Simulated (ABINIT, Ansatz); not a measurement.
# Quasiparticle gap of Ga2O3 (C2/m) in ABINIT, part 3 of 3

Wanted: ground state, empty states, screening and self-energy for Ga2O3 (C2/m).

ABINIT 10.8.3; PBE and many-body steps on it, plane waves. Known limits of the many-body steps: not at the basis limit; no spin-orbit coupling; coarse k mesh.

So far. Step 3 (Bands along the symmetry lines): The gap is 2.451 eV, −0.006 eV from the run before at this level. Step 4 (Empty states on the mesh, 4×4×2 mesh, 325 bands): On this mesh the gap is 2.462 eV.

## 5. Screening, 4×4×2 mesh, 156 bands, screening to 114.3 eV

The RPA dielectric matrix is built and inverted for each q.

This step: RPA screening on PBE, plane waves, norm-conserving pseudopotentials.

run.abi reads:

```
acell 3*1.0 Angstrom
rprim 
  6.107000000000 -1.518550000000 0.000000000000
  6.107000000000 1.518550000000 0.000000000000
  -1.385988895900 0.000000000000 5.630008738000
ntypat 2
znucl 31 8
natom 10
typat 1 1 1 1 2 2 2 2 2 2
xred 
  0.090500000000 0.090500000000 0.794600000000
  0.909500000000 0.909500000000 0.205400000000
  0.658660000000 0.658660000000 0.314020000000
  0.341340000000 0.341340000000 0.685980000000
  0.164500000000 0.164500000000 0.109800000000
  0.835500000000 0.835500000000 0.890200000000
  0.173300000000 0.173300000000 0.563200000000
  0.826700000000 0.826700000000 0.436800000000
  0.495900000000 0.495900000000 0.256600000000
  0.504100000000 0.504100000000 0.743400000000
pp_dirpath "pseudos"
pseudos "Ga.upf, O.upf"
ecut 45
ngkpt 4 4 2
nshiftk 1
shiftk 0 0 0
kptopt 1
chksymbreak 0
istwfk *1
occopt 1
irdwfk 1
optdriver 3
nband 156
ecuteps 4.2
inclvkb 2
awtr 1
symchi 1
indata_prefix "in"
outdata_prefix "out"
tmpdata_prefix "tmp"
```

Command:

```bash
$ OMP_NUM_THREADS=1 mpirun -n 16 abinit run.abi > log
```

Numbers of over 12 decimals in the logs are rounded to 6 here.

Log:

```text
.Version 10.8.3 of ABINIT. v10.8.2 released Aug 2026.

 Symmetries : space group C2/m (# 12); Bravais mC (1-face-center monocl.)
[... echo of the input left out ...]
== DATASET  1 ==================================================================
-   mpi_nproc: 16, omp_nthreads: 1 (-1 if OMP is not activated)

--- !DatasetInfo
iteration_state: {dtset: 1, }
dimensions: {natom: 10, nkpt: 14, mband: 156, nsppol: 1, nspinor: 1, nspden: 1, mpw: 10196, }
cutoff_energies: {ecut:  45.0, pawecutdg:  -1.0, }
electrons: {nelect:   1.20000000E+02, charge:   0.00000000E+00, occopt:   1.00000000E+00, tsmear:   1.00000000E-02, }

 SCREENING: Calculation of the susceptibility and dielectric matrices

 Based on a program developped by R.W. Godby, V. Olevano, G. Onida, and L. Reining.
 Incorporated in ABINIT by V. Olevano, G.-M. Rignanese, and M. Torrent.
.Using double precision arithmetic ; gwpc =  8

[... cell and pseudopotentials left out ...]
--------------------------------------------------------------------------------

 ==== K-mesh for the wavefunctions ====
 Number of points in the irreducible wedge :    14
[... list of points left out ...]
 Together with  4 symmetry operations and time-reversal symmetry
 yields    32 points in the full Brillouin Zone.

 ==== Q-mesh for the screening function ====
 Number of points in the irreducible wedge :    14
[... list of points left out ...]
 Together with  4 symmetry operations and time-reversal symmetry
 yields    32 points in the full Brillouin Zone.

 setmesh: FFT mesh size selected  =    45x   45x   45
          total number of points  =        91125

 vcoul_init : cutoff-mode = AUXILIARY_FUNCTION
 q-points for optical limit:   1
     1)      0.000010    0.000020    0.000030

- screening: taking advantage of time-reversal symmetry
- Maximum band index for partially occupied states nbvw = 60
- Remaining bands to be divided among processors   nbcw = 96
- Number of bands treated by each node ~6

 Number of electrons calculated from density =  120.0000; Expected =  120.0000
 average of density, n =  0.170290
 r_s =    1.1192
 omega_plasma =   39.8061 [eV]

 calculating chi0 at frequencies [eV] :
  1    0.000000E+00    0.000000E+00
  2    0.000000E+00    3.980612E+01

--------------------------------------------------------------------------------
  q-point number  1        q = ( 0.000000, 0.000000, 0.000000) [r.l.u.]
--------------------------------------------------------------------------------
[... chi0 elements left out ...]
 For q-point:  0.000010 0.000020 0.000030
  dielectric constant =   4.1141
  dielectric constant without local fields =   4.3236

  Average fulfillment of the sum rule on Im[epsilon] for q-point    1 :     29.37  [%]
[... wings left out ...]
  q-point number  2        q = ( 0.250000, 0.000000, 0.000000) [r.l.u.]
--------------------------------------------------------------------------------
[... chi0 elements left out ...]
  Average fulfillment of the sum rule on Im[epsilon] for q-point    2 :     32.23  [%]

 [... 12 further q-points ...]
```

Elapsed: 12 min, on 16 MPI ranks of Arm Neoverse N1, shared host; peak memory 26 GiB.

Numbers from this step:

```yaml
eps_infinity_with_local_fields_on_this_mesh_along_the_program_s_q_direction: 4.114
the_same_without_local_fields: 4.324
plasma_frequency: 39.81 eV
plane_waves_in_the_screening_matrix: 295
```

Local fields lower ε∞ by 5 %. On a Γ-centred mesh this coarse the value itself is usually too large, while a short band sum pulls it down.

## 6. Self-energy, 4×4×2 mesh, 156 bands, screening to 114.3 eV

The self-energy is evaluated for the states that the input lists, and the levels follow from it, in one-shot runs by the linearised quasiparticle equation.

This step: G0W0 on PBE, plane waves, norm-conserving pseudopotentials.

Edit run.abi of step 5 so:

```diff
@@ -31,8 +31,17 @@
 irdwfk 1
-optdriver 3
+optdriver 4
 nband 156
+gwcalctyp 0
+ecutsigx 45
+symsigma 1
+nkptgw 2
+kptgw 
+  0.5000000000 0.5000000000 0.5000000000
+  0.0000000000 0.0000000000 0.0000000000
+bdgw 
+  59 62
+  59 62
 ecuteps 4.2
-inclvkb 2
-awtr 1
-symchi 1
+irdscr 1
+ppmodel 1
 indata_prefix "in"
```

Log:

```text
.Version 10.8.3 of ABINIT. v10.8.2 released Aug 2026.

 Symmetries : space group C2/m (# 12); Bravais mC (1-face-center monocl.)
[... echo of the input left out ...]
== DATASET  1 ==================================================================
-   mpi_nproc: 16, omp_nthreads: 1 (-1 if OMP is not activated)

--- !DatasetInfo
iteration_state: {dtset: 1, }
dimensions: {natom: 10, nkpt: 14, mband: 156, nsppol: 1, nspinor: 1, nspden: 1, mpw: 10196, }
cutoff_energies: {ecut:  45.0, pawecutdg:  -1.0, }
electrons: {nelect:   1.20000000E+02, charge:   0.00000000E+00, occopt:   1.00000000E+00, tsmear:   1.00000000E-02, }

 SIGMA: Calculation of the GW corrections

 Based on a program developped by R.W. Godby, V. Olevano, G. Onida, and L. Reining.
 Incorporated in ABINIT by V. Olevano, G.-M. Rignanese, and M. Torrent.
.Using double precision arithmetic ; gwpc =  8

[... cell and pseudopotentials left out ...]
--------------------------------------------------------------------------------

 ==== K-mesh for the wavefunctions ====
 Number of points in the irreducible wedge :    14
[... list of points left out ...]
 Together with  4 symmetry operations and time-reversal symmetry
 yields    32 points in the full Brillouin Zone.

 ==== Q-mesh for screening function ====
 Number of points in the irreducible wedge :    14
[... list of points left out ...]
 Together with  4 symmetry operations and time-reversal symmetry
 yields    32 points in the full Brillouin Zone.

 vcoul_init : cutoff-mode = AUXILIARY_FUNCTION
 q-points for optical limit:   1
     1)      0.000010    0.000020    0.000030
 setmesh: FFT mesh size selected  =    72x   72x   72
          total number of points  =       373248

 Number of electrons calculated from density =  120.0000; Expected =  120.0000
 average of density, n =  0.170290
 r_s =    1.1192
 omega_plasma =   39.8061 [eV]

 === KS Band Gaps ===
  >>>> For spin  1
   Minimum direct gap =   2.4801 [eV], located at k-point      :   0.0000  0.0000  0.0000
   Fundamental gap    =   2.4620 [eV], Top of valence bands at :   0.5000  0.5000  0.5000
                                       Bottom of conduction at :   0.0000  0.0000  0.0000
 SIGMA fundamental parameters:
 PLASMON POLE MODEL  1
 number of plane-waves for SigmaX                10161
 number of plane-waves for SigmaC and W            295
 number of plane-waves for wavefunctions         10161
 number of bands                                   156
 number of independent spin polarizations            1
 number of spinorial components                      1
 number of k-points in IBZ                          14
 number of q-points in IBZ                          14
 number of symmetry operations                       4
 number of k-points in BZ                           32
 number of q-points in BZ                           32
 number of frequencies for dSigma/dE                 9
 frequency step for dSigma/dE [eV]                0.25
 number of omega for Sigma on real axis              0
 max omega for Sigma on real axis  [eV]           0.00
 zcut for avoiding poles [eV]                     0.10

 EPSILON^-1 parameters (SCR file):
 dimension of the eps^-1 matrix on file            295
 dimension of the eps^-1 matrix used               295
 number of plane-waves for wavefunctions         10161
 number of bands                                   156
 number of q-points in IBZ                          14
 number of frequencies                               2
 number of real frequencies                          1
 number of imag frequencies                          1

 matrix elements of self-energy operator (all in [eV])

 Perturbative Calculation

--- !SelfEnergy_ee
iteration_state: {dtset: 1, }
kpoint     : [   0.500,    0.500,    0.500, ]
spin       : 1
KS_gap     :    5.235
QP_gap     :    7.339
Delta_QP_KS:    2.104
data: !SigmaeeData |
     Band     E0 <VxcDFT>   SigX SigC(E0)      Z dSigC/dE  Sig(E)    E-E0       E
       59   4.568 -20.571 -26.474   5.117   0.796  -0.257 -21.197  -0.625   3.943
       60   5.156 -20.427 -26.459   5.280   0.793  -0.261 -21.023  -0.596   4.559
       61  10.390 -16.867 -11.909  -3.150   0.834  -0.199 -15.360   1.507  11.898
       62  10.522 -16.255 -11.224  -3.256   0.833  -0.201 -14.777   1.478  12.000

--- !SelfEnergy_ee
iteration_state: {dtset: 1, }
kpoint     : [   0.000,    0.000,    0.000, ]
spin       : 1
KS_gap     :    2.480
QP_gap     :    4.056
Delta_QP_KS:    1.576
data: !SigmaeeData |
     Band     E0 <VxcDFT>   SigX SigC(E0)      Z dSigC/dE  Sig(E)    E-E0       E
       59   4.876 -20.620 -26.337   5.003   0.795  -0.257 -21.188  -0.568   4.308
       60   5.138 -20.974 -26.969   5.255   0.795  -0.258 -21.562  -0.588   4.549
       61   7.618 -15.106 -10.903  -3.034   0.844  -0.184 -14.119   0.988   8.605
       62  10.904 -15.896 -10.510  -3.520   0.837  -0.195 -14.336   1.560  12.465

== END DATASET(S) ==============================================================
================================================================================

 -outvars: echo values of variables after computation  --------
           etotal      0.0000000000E+00
            nband         156
             nkpt          14
          spgroup          12
 [... the other variables as echoed above ...]

 Calculation completed.
```

The job ended after 23 s (16 MPI ranks; peak memory 9.8 GiB).

Numbers from this step:

| Item | Value |
| --- | --- |
| G0W0 gap on the points computed | 4.046 eV |
| starting gap on the mesh | 2.462 eV |
| k of the valence top | 0.5, 0.5, 0.5 |
| k of the conduction bottom | 0, 0, 0 |
| Z at the valence top | 0.793 |
| Z at the conduction bottom | 0.844 |
| least direct G0W0 gap on the computed points | 4.056 eV |

The gap on the mesh goes from 2.46 eV to 4.05 eV, a correction of +1.58 eV.

Limits: finite bands, cutoff and mesh; no spin-orbit coupling; coarse k mesh. v1 is the top filled band, c1 the lowest empty one. The levels before and after the correction (eV, zero at the valence-band top of each column):

|  | conduction bottom | valence top |
| --- | --- | --- |
| Kohn-Sham | 2.46 | 0.00 |
| G0W0 | 4.05 | 0.00 |

|  | level | energy (eV) |
| --- | --- | --- |
| Kohn-Sham | (0.5 0.5 0.5) v2 | -0.587 |
| Kohn-Sham | (0.5 0.5 0.5) v1 | 0.000 |
| Kohn-Sham | (0.5 0.5 0.5) c1 | 5.235 |
| Kohn-Sham | (0.5 0.5 0.5) c2 | 5.366 |
| Kohn-Sham | Γ v2 | -0.279 |
| Kohn-Sham | Γ v1 | -0.018 |
| Kohn-Sham | Γ c1 | 2.462 |
| Kohn-Sham | Γ c2 | 5.748 |
| G0W0 | (0.5 0.5 0.5) v2 | -0.616 |
| G0W0 | (0.5 0.5 0.5) v1 | 0.000 |
| G0W0 | (0.5 0.5 0.5) c1 | 7.339 |
| G0W0 | (0.5 0.5 0.5) c2 | 7.441 |
| G0W0 | Γ v2 | -0.251 |
| G0W0 | Γ v1 | -0.010 |
| G0W0 | Γ c1 | 4.046 |
| G0W0 | Γ c2 | 7.906 |

## 7. Where the time went

Times are wall times on 16 MPI ranks of Arm Neoverse N1, shared host, good to a factor of about two.

| step | time | share | memory (GiB) |
| --- | --- | --- | --- |
| ground state | 12 min | 35 % | 3.6 |
| bands along the symmetry lines | 2.5 min | 7 % | 2.0 |
| empty states on the mesh | 6.8 min | 20 % | 2.4 |
| screening | 12 min | 36 % | 26 |
| self-energy | 23 s | 1 % | 9.8 |

## 8. Results

* PBE gap: 2.45 eV, indirect (only 29 meV under the direct gap)
* G0W0 gap on the mesh: 4.05 eV
* GW settings: 4×4×2 mesh, 156 bands, screening to 114.3 eV, Godby-Needs plasmon pole
* known limits: not at the basis limit; no spin-orbit coupling; coarse k mesh

What this shows: G0W0 moves the gap on the mesh from 2.46 eV to 4.05 eV (+1.58 eV), with Z of 0.79 and 0.84 at the edges. Local fields lower the RPA ε∞ on this mesh from 4.32 to 4.11; a Γ-centred mesh this coarse tends to raise both, most where the direct gap is narrow, while a short band sum lowers them. Only 2 of the mesh's irreducible points were corrected, so a valley elsewhere could overtake. Against experiment, by G0W0@PBE: the direct gap of 4.06 eV lies −0.92 eV from the measured 4.98 eV (direct, on sapphire, 2020); the gap of 4.03 eV lies −0.85 eV from the measured 4.88 eV (kind not stated, 2023); the gap of 4.03 eV lies −0.47 eV from the measured 4.5 eV (optical, on Al2O3, 2024); the direct gap of 4.06 eV lies −0.90 eV from the measured 4.96 eV (direct, on sapphire, 2020); the gap of 4.03 eV lies −0.82 eV from the measured 4.85 eV (kind not stated, 2023). An exciton line or allowed optical edge lies below the quasiparticle gap by the binding energy; a forbidden edge can push the onset above it. The calculation has static nuclei and no excitons; a measured gap holds zero-point and thermal motion, which mostly lowers it. Against the values above the computed gap that would widen the miss. A likelier cause is too strong a screening: the start's gap is only 2.46 eV, the mesh is coarse, and one shot does not repair that. Bands and cutoff are finite, so the gap is not at the basis limit. The miss can reach some tenths of an eV and take either sign; the mesh is an error of its own. In the G0W0 run levels were corrected at 2 k points alone, so a gap called «on the mesh» is the least over those, and an edge elsewhere would be missed. The 4×4×2 mesh is coarse for this cell, which bears on the long-range parts of exchange and screening. The many-body steps are scalar-relativistic: spin-orbit coupling is not in them.

[Paths, hosts, dates, memory and timing lines, banners, echoed tables and standing remarks are left out of the program output.]

[Logs are printed without paths, hosts, clocks, repeated set-up lines and the standing remarks that a program may print on its own settings, such as how far it seeks lower states.]

[Runs of the session that timed out or met a known fault of the program may be left out.]

[No measured gap is set beside runs whose start may be inverted or whose files or cutoffs have a known fault.]

[Hosts, paths, dates, database ids (printed as entryN), source tags and the programs' standing remarks are cut or masked in the printed files.]

[G0W0 gaps are taken among the corrected bands and points alone; a level outside them can change the order at an edge.]

[Where Ansatz stands beside ABINIT at settings called matched, ABINIT's density can come from a denser mesh and the files from another edition; pairs whose starting gaps differed by over 0.03 eV were left out, so agreement reads better than it is.]
